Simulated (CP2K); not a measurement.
Two runs for the C K edge of 3-cyanofuran. Run A: CP2K XAS_TDP, all-electron GAPW, PBEh(45%), aug-cc-pVDZ, TDA, no relativity. Run B differs in one setting.

First lines with a strength over 0.0015. A:

```tsv
atom	energy (eV)	states	strength, one atom
C2 (bonded to C and N)	282.25	1	0.0407
	282.46	1	0.0544
	285.41	1	0.0081
	286.91	1	0.0029
	287.32	1	0.0168
C3 (bonded to 3 C)	282.40	1	0.0351
	284.99	1	0.0019
	285.22	1	0.0022
	285.90	1	0.0040
	286.60	1	0.0167
C4 (bonded to 2 C and H)	282.07	1	0.0507
	283.63	1	0.0022
	284.87	1	0.0108
	285.47	1	0.0119
	285.90	1	0.0058
C5 (bonded to C, O and H)	282.78	1	0.0540
	285.57	1	0.0020
	285.95	1	0.0223
	286.52	1	0.0201
	287.10	1	0.0032
C7 (bonded to C, O and H)	282.41	1	0.0559
	286.38	1	0.0201
	286.94	1	0.0090
	287.42	1	0.0093
	287.58	1	0.0112
```

B:

```tsv
atom	energy (eV)	states	strength, one atom
C2 (bonded to C and N)	276.49	1	0.0221
	277.17	1	0.0435
	278.37	1	0.0066
	279.99	1	0.0021
	280.77	1	0.0256
C3 (bonded to 3 C)	276.56	1	0.0220
	278.24	1	0.0019
	280.04	1	0.0101
	280.62	1	0.0024
	281.08	1	0.0168
C4 (bonded to 2 C and H)	276.47	1	0.0293
	276.84	1	0.0125
	278.31	1	0.0043
	278.58	1	0.0054
	279.04	1	0.0024
C5 (bonded to C, O and H)	277.26	1	0.0388
	278.59	1	0.0064
	279.46	1	0.0073
	280.07	1	0.0043
	280.20	1	0.0019
C7 (bonded to C, O and H)	276.95	1	0.0443
	279.84	1	0.0064
	280.45	1	0.0044
	280.73	1	0.0036
	280.89	1	0.0040
```

Which was it: GW2X switched on, the basis, scalar relativity switched on, the functional?

The functional (functional from PBEh(45%) to PBE0; the lines alone don't name the new value). A functional moves all lines by electronvolts and changes their spacings and strengths. Against PBEh(45%) in aug-cc-pVDZ, the leading lines move by -5.76 eV (C2, to 276.49), -5.84 eV (C3, to 276.56), -5.60 eV (C4, to 276.47), -5.52 eV (C5, to 277.26) and -5.46 eV (C7, to 276.95); the strength of C2's goes from 0.0407 to 0.0221. The next line of C2 over the strength cut lies 0.68 eV higher, against 0.21.

[Banner, clock and machine lines of the logs are left out without a mark of their own.]

[Logs are printed without paths, hosts, clocks, repeated set-up lines and the standing remarks that a program may print on its own settings, such as how far it seeks lower states.]

[Hosts, paths, dates, database ids (printed as entryN), source tags and the programs' standing remarks are cut or masked in the printed files.]
